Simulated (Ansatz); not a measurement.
# Zr (Im-3m, 1 atom in the cell): the cell at rest

Wanted: the relaxed cell of Zr (Im-3m, 1 atom in the cell).

Method: DFT PBEsol, scalar-relativistic, plane waves, PAW; PAW set soft_1, in Ansatz 0.2.0.

This is not the structure that Zr takes at ambient pressure and room temperature (hexagonal, No. 194); it is a model or a phase of other conditions.

## 1. The structure

Symmetry: Im-3m, No. 229, cubic system. The conventional cell has a = 3.620 Å, b = 3.620 Å, c = 3.620 Å, α = 90.00°, β = 90.00°, γ = 90.00°. Zr has 8 Zr at 3.14 Å nearest.

## 2. Probe on a coarse mesh

A quick single point on a coarse mesh tells whether the cell has a gap and how far it is from rest, which sets the k mesh and smearing that follow.

input.yaml reads:

```yaml
crystal:
  lattice:
    - [-1.81, 1.81, 1.81]
    - [1.81, -1.81, 1.81]
    - [1.81, 1.81, -1.81]
  atoms:
    - { symbol: Zr, position: [0.0, 0.0, 0.0] }
kpoints:
  mp_grid: { grid: [8, 8, 8] }
hamiltonian:
  xc: pbesol
  pseudopotentials: { kind: paw, azcp: { folder: soft_1 }, xc_functional: pbe }
scf:
  occupations: { method: gaussian, width: 0.1 }
output:
  forces: true
  stress: true
  eigenvalues: true
```

Launch:

```sh
> ansatz run input.yaml --threads 4 --pin off --max-ram 10240MiB --backend cpu --events-out ev --progress --plain --runs-dir out
```

Numbers of over 12 decimals in the logs are rounded to 6 here.

The log of the run:

```text
Engine: ansatz 0.2.0, aarch64-unknown-linux-gnu
Pseudopotentials: kind: paw
Pseudopotential: Zr, paw, valence charge 12, recommended cutoff 420 eV (normal), soft_1/Zr.paw.azcp
Functional definition: PBEsol
  exchange = pbesol_x
  correlation = pbesol_c
Crystal: 1 atoms, lattice volume = 23.719 Å³
[...]
k-point 1: bands = ["-35.1464", "-12.8729", "-12.7741", "-12.7310", "8.4201", "14.0410", "14.2148", "14.8619", "16.4039", "16.8038"]
  k-point 2: bands = ["-35.0966", "-13.2050", "-12.8786", "-12.7334", "9.6329", "13.3784", "13.6874", "16.2711", "16.3596", "16.9232"]
  k-point 28: bands = ["-34.9243", "-13.3636", "-13.3636", "-13.3636", "10.8048", "10.8048", "18.7940", "18.7940", "18.7940", "20.5012"]
[key lines of the parts left out:]
SCF converged after 6 iterations
Free energy (F): -4128.552704 eV
Fermi energy:    13.275507 eV
P = ⅓ Tr σ = -6.3342 GPa (-63.342 kbar)
```

Wall time 0.48 s (4 threads of Arm Neoverse N1, shared host); peak memory 0.25 GiB.

This step gave:

```yaml
pressure: -6.334 GPa
volume_per_atom: 23.72 Å³
gap_on_the_k_mesh: 0 eV
```

The coarse mesh shows no gap and a pressure of -6.3 GPa.

## 3. Relaxation

Harmonic phonons are second derivatives at a point where the forces vanish, and they are wanted at zero stress, so atoms and cell are relaxed first.

input.yaml, the sections that differ from step 2:

```yaml
kpoints:
  mp_grid: { grid: [16, 16, 16] }
output:
  forces: true
  stress: true
  eigenvalues: true
  write_density: true
  write_potential: true
  elf: true
  volumetric_format: npy
relax:
  adjacent_minimum: "off"
  f_tol: 0.005
  max_steps: 80
  cell: { stress_tol: 0.05 }
# crystal, hamiltonian, scf: as in step 2
```

The log of the run:

```text
[...]
Crystal: 1 atoms, lattice volume = 23.719 Å³
Basis set: ecut = 420 eV, 459 PW (Γ), exchange–correlation on 48×48×48 points (8 copies of the dense FFT grid, shifted against one another)
Bands: 10, of which v1, the nominal top of the filled ones, is band 6 counted from 1 (5 counted from 0)
Symmetry: 48 space group operations
[...]
k-points: 145 of 4096
[...]
SCF iter   1: F=—  HF=-4128.635444 eV  |F-HF|=—  |Δ(HF+E_count)|=         —  Δρ=2.39e-2  dr2=1.99e-1  ethr=3.10e-3  ⟨swp⟩=5.2  Hψ=8260  notcnv=0
[...]
SCF iter   6: F=-4128.555217 eV  HF=-4128.555217 eV  |F-HF|=7.28e-12  |Δ(HF+E_count)|=   1.71e-9  Δρ=9.25e-7  dr2=1.02e-10  ethr=1.11e-10  ⟨swp⟩=4.8  Hψ=6613  notcnv=0
SCF 1 converged in 6 iterations: F = -4128.555217 eV  dr2 = 1.02e-10
[...]
relax step   1: F+E_penalty+E_count = -4128.55521651 eV  Δ(F+E_penalty+E_count) = +0.000e0 eV  max|allowed force component| = 0.000e0 eV/Å  Δτ_max = 0.0000 Å  P = -6.765 GPa  Ω = 23.719 Å³  (6 SCF iters, dr2 threshold 1.00e-7 eV, accepted)
Crystal: 1 atoms, lattice volume = 20.536 Å³
Basis set: ecut = 420 eV, 381 PW (Γ), exchange–correlation on 48×48×48 points (8 copies of the dense FFT grid, shifted against one another)
[...]
iter 1 solved again at ethr=6.26e-6 eV; its pass at ethr=3.10e-3 eV (dr2=7.52e-4 eV) is discarded
[...]
SCF iter   5: F=-4128.573391 eV  HF=-4128.573391 eV  |F-HF|=4.40e-10  |Δ(HF+E_count)|=   3.39e-8  Δρ=2.06e-6  dr2=2.14e-10  ethr=1.24e-10  ⟨swp⟩=4.8  Hψ=7037  notcnv=0
SCF 2 converged in 5 iterations: F = -4128.573391 eV  dr2 = 2.14e-10
[...]
relax step   2: F+E_penalty+E_count = -4128.57339096 eV  Δ(F+E_penalty+E_count) = -1.817e-2 eV  max|allowed force component| = 0.000e0 eV/Å  Δτ_max = 0.0000 Å  P = +6.134 GPa  Ω = 20.536 Å³  energy of the carried Pulay correction = +8.431e-5 eV  (5 SCF iters, dr2 threshold 1.00e-7 eV, accepted)
Crystal: 1 atoms, lattice volume = 21.936 Å³
Basis set: ecut = 420 eV, 429 PW (Γ), exchange–correlation on 48×48×48 points (8 copies of the dense FFT grid, shifted against one another)
[...]
SCF iter   4: F=-4128.597207 eV  HF=-4128.597207 eV  |F-HF|=8.63e-9  |Δ(HF+E_count)|=   7.80e-7  Δρ=9.23e-6  dr2=4.71e-9  ethr=8.33e-10  ⟨swp⟩=8.8  Hψ=9933  notcnv=0
SCF 3 converged in 4 iterations: F = -4128.597207 eV  dr2 = 4.71e-9
relax step   3: F+E_penalty+E_count = -4128.59720724 eV  Δ(F+E_penalty+E_count) = -2.382e-2 eV  max|allowed force component| = 0.000e0 eV/Å  Δτ_max = 0.0000 Å  P = -0.427 GPa  Ω = 21.936 Å³  energy of the carried Pulay correction = +4.578e-5 eV  (4 SCF iters, dr2 threshold 1.00e-7 eV, accepted)
[...]
relax step   4: F+E_penalty+E_count = -4128.59734595 eV  Δ(F+E_penalty+E_count) = -1.387e-4 eV  max|allowed force component| = 0.000e0 eV/Å  Δτ_max = 0.0000 Å  P = -0.003 GPa  Ω = 21.835 Å³  energy of the carried Pulay correction = +4.848e-5 eV  (3 SCF iters, dr2 threshold 1.00e-7 eV, accepted)
[...]
SCF iter   4: F=-4128.597297 eV  HF=-4128.597297 eV  |F-HF|=0.00e0  |Δ(HF+E_count)|=  1.27e-10  Δρ=1.40e-7  dr2=1.56e-12  ethr=1.00e-12  ⟨swp⟩=3.8  Hψ=6468  notcnv=0
SCF 5 converged in 4 iterations: F = -4128.597297 eV  dr2 = 1.56e-12
relax step   5: F+E_penalty+E_count = -4128.59729707 eV  Δ(F+E_penalty+E_count) = +4.888e-5 eV  max|allowed force component| = 0.000e0 eV/Å  Δτ_max = 0.0000 Å  P = -0.004 GPa  Ω = 21.835 Å³  stress off target by 3.62e-3 GPa  SCF on the basis re-selected at this cell (its energy is not comparable with the rows above)  (4 SCF iters)
basis re-selected at this cell: Δ(F+E_penalty+E_count) = +4.888e-5 eV, ΔP = -0.000 GPa vs the last step (what re-selecting the basis moved, of the pressure what is left beyond the Pulay correction that the steps carried, after the strain that the cell walked since its last selection, with what the two solves' SCF thresholds leave and, on support functions, any second-order correction that the steps lacked; it is no measure of the basis error at this ecutwfc). This SCF's stress stands 3.62e-3 GPa from its target on what of the cell is left free (relax.cell.stress_tol is 5.00e-2 GPa) and its largest allowed force component is 0.00e0 eV/Å (relax.f_tol is 5.00e-3 eV/Å): [rest of the remark cut]
SCF converged after 4 iterations
Free energy (F): -4128.597297 eV
[...]
Internal energy: -4128.588294 eV  (E = F + TS)
E sigma→0 (E₀):  -4128.592796 eV
Entropy (-TS):   -0.009003 eV (-9.003 meV/atom)
Fermi energy:    14.602403 eV
[...]
--- Stress (GPa, compression-positive) ---
       -0.003615      -0.000000       0.000000
       -0.000000      -0.003615      -0.000000
        0.000000      -0.000000      -0.003615
  P = ⅓ Tr σ = -0.0036 GPa (-0.036 kbar)
--- Band table (eV; the first three rows and the last of 145) ---
[...]
--- Relaxed structure (4 steps of the walk, 4 accepted, 1 SCFs on fresh bases) ---
  F+E_penalty+E_count = -4128.59729707 eV   max|allowed force component| = 0.000e0 eV/Å   (the final SCF, on the basis selected at the relaxed cell)
  cell:  # Å, volume = 21.8347 Å³
    - [-1.760741, 1.760741, 1.760741]
    - [1.760741, -1.760741, 1.760741]
    - [1.760741, 1.760741, -1.760741]
  atoms:
    - { symbol: Zr, position: [0.0, 0.0, 0.0] }
```

It took 5.3 s on 4 threads; peak memory 0.33 GiB.

Relaxation path:

```tsv
step	energy less that of the first step (eV)	largest force component (eV/Å)	pressure (GPa)	volume (Å³)
1	0.0000	0.0000	-6.76	23.72
2	-0.0182	0.0000	6.13	20.54
3	-0.0420	0.0000	-0.43	21.94
4	-0.0421	0.0000	0.00	21.83
5*	-0.0421	0.0000	0.00	21.83
```

Relaxation steps marked * repeat the geometry before them on a plane-wave basis chosen anew for their cell, so energy and pressure can jump there.

```tsv
conventional cell, symmetrised	before	after	change
a (Å)	3.620	3.521	-2.7 %
b (Å)	3.620	3.521	-2.7 %
c (Å)	3.620	3.521	-2.7 %
volume (Å³/atom)	23.72	21.83	-7.9 %
```

The relaxed structure:

```xyz
1
Lattice="-1.7607 1.7607 1.7607 1.7607 -1.7607 1.7607 1.7607 1.7607 -1.7607" Properties=species:S:1:pos:R:3 pbc="T T T"
Zr    0.0000    0.0000    0.0000
```

Numbers from this step:

```
pressure        : -0.003615 GPa
volume per atom : 21.83 Å³
```

Electrostatic potential energy in the ac plane of the conventional cell at fractional y = 0.000, with atoms of Zr within 0.2 Å of it. With pseudopotentials it is smooth inside the atoms' cores, unlike the true potential.

Values in eV, 14 rows by 14 columns, each cell a mean:
```
-46 -45 -36 -16   3  12  15  16  15  10  -3 -24 -40 -46
-42 -39 -27  -8   7  13  16  16  15  11   3 -15 -32 -40
-27 -22 -10   3  11  15  16  17  16  13   9  -1 -15 -24
 -5  -1   5  10  14  16  16  17  16  15  13   9   3  -3
  9  10  12  14  15  16  17  17  16  16  15  13  11  10
 15  15  15  16  16  16  16  16  16  16  16  16  15  15
 16  16  17  17  17  17  16  16  16  17  17  17  16  16
 15  16  16  16  17  17  16  16  16  17  16  16  16  15
 12  13  14  15  16  16  17  17  16  16  16  15  13  12
  2   4   8  12  14  16  17  17  16  15  14  11   7   3
-19 -14  -4   6  12  15  16  17  16  14  10   3  -8 -16
-38 -33 -21  -4   8  14  16  17  15  12   5 -10 -27 -36
-46 -43 -33 -14   4  13  16  16  15  10  -1 -22 -39 -45
-46 -46 -38 -19   2  12  15  16  15   9  -5 -27 -42 -46
```
Columns run along a (3.5 Å; values clipped at the 3rd and 97th percentile), rows up along c (3.5 Å), edges of the conventional cell, whose origin can differ from the input's. Atoms in or near the plane, at fractional coordinates: Zr at (0.00, 0.00).

Valence density in the ac plane of the conventional cell at fractional y = 0.000, with atoms of Zr within 0.2 Å of it. It is the smooth field of the valence electrons, not physical close to the nuclei.

Ten even steps from '0' (0.2 e/Å³) to '9' (4.2 e/Å³), each cell a mean:
```
99730000001489
98410000000268
43200000000124
11000000000001
00000000000000
00000000000000
00000000000000
00000000000000
00000000000000
00000000000000
32100000000013
76310000000247
99620000001389
99730000001499
```
Columns run along a (3.5 Å), rows up along c (3.5 Å), edges of the conventional cell, whose origin can differ from the input's. Atoms in or near the plane, at fractional coordinates: Zr at (0.00, 0.00).

ELF in the ac plane of the conventional cell at fractional y = 0.000, with atoms of Zr within 0.2 Å of it. It is the smooth field of the valence electrons, not physical close to the nuclei.

Ten even steps from '0' (0.18) to '9' (0.74), each cell a mean:
```
37971023103896
89950034202799
98520245410378
43101355520023
00013455542100
11345444455421
33555443455543
22355444455432
00124444443200
11002455531001
76410255410257
99840135301599
58961023103897
05971023104983
```
Columns run along a (3.5 Å), rows up along c (3.5 Å), edges of the conventional cell, whose origin can differ from the input's. Atoms in or near the plane, at fractional coordinates: Zr at (0.00, 0.00).

In this step the volume went from 23.72 to 21.83 Å³/atom.

## 4. Relaxing to small forces for the phonons

Phonons need a cell at rest on their own settings, so the relaxation is repeated with tight tolerances on forces and stress, using the mesh and the filling of the phonon run that follows.

input.yaml, the sections that differ from step 3:

```yaml
crystal:
  lattice:
    - [-1.7607413005, 1.7607413005, 1.7607413005]
    - [1.7607413005, -1.7607413005, 1.7607413005]
    - [1.7607413005, 1.7607413005, -1.7607413005]
  atoms:
    - { symbol: Zr, position: [0.0, 0.0, 0.0] }
scf:
  occupations: { method: methfessel_paxton, width: 0.2 }
output:
  forces: true
  stress: true
  eigenvalues: true
relax:
  adjacent_minimum: "off"
  f_tol: 0.001
  max_steps: 60
  cell: { stress_tol: 0.01 }
# kpoints, hamiltonian: as in step 3
```

The log of the run:

```text
[...]
Crystal: 1 atoms, lattice volume = 21.835 Å³
Basis set: ecut = 420 eV, 429 PW (Γ), exchange–correlation on 48×48×48 points (8 copies of the dense FFT grid, shifted against one another)
Bands: 10, of which v1, the nominal top of the filled ones, is band 6 counted from 1 (5 counted from 0)
Symmetry: 48 space group operations
[...]
k-points: 145 of 4096
[...]
-0.000000       0.000000      -0.000028
  P = ⅓ Tr σ = -0.0000 GPa (-0.000 kbar)
--- Band table (eV; the first three rows and the last of 145) ---
[...]
--- Relaxed structure (3 steps of the walk, 3 accepted, 1 SCFs on fresh bases) ---
[...]
cell:  # Å, volume = 21.8268 Å³
    - [-1.760529, 1.760529, 1.760529]
    - [1.760529, -1.760529, 1.760529]
    - [1.760529, 1.760529, -1.760529]
  atoms:
    - { symbol: Zr, position: [0.0, 0.0, 0.0] }
[key lines of the parts left out:]
SCF converged after 4 iterations
Free energy (F): -4128.593191 eV
Fermi energy:    14.610669 eV
```

Run time: 3.7 s. Hardware: 4 threads; peak memory 0.31 GiB.

Little changed from the start: no atom moved by 0.005 Å and no cell edge by 0.1 %.

This step gave:

| Property | Result |
| --- | --- |
| pressure | -2.83e-5 GPa |

The forces vanish by symmetry and the pressure is 0.000 GPa, within the tolerances set. The cell now holds 21.83 Å³/atom.

## 5. Summary of results

```
space group after relaxation (within 0.01 Å) : Im-3m
lattice constant a                           : 3.521 Å
lattice constant b                           : 3.521 Å
lattice constant c                           : 3.521 Å
volume per atom                              : 21.8 Å³
```

**Reading.** The forces vanish by symmetry and the pressure is 0.000 GPa, within the tolerances set. The cell now holds 21.83 Å³/atom. The relaxation keeps the symmetry of its start, so it says nothing on stability against lower symmetry. The PAW files were made for PBE and serve the other functionals too.

[Logs are printed without paths, hosts, clocks, repeated set-up lines and the standing remarks that a program may print on its own settings, such as how far it seeks lower states.]

[Hosts, paths, dates, database ids (printed as entryN), source tags and the programs' standing remarks are cut or masked in the printed files.]
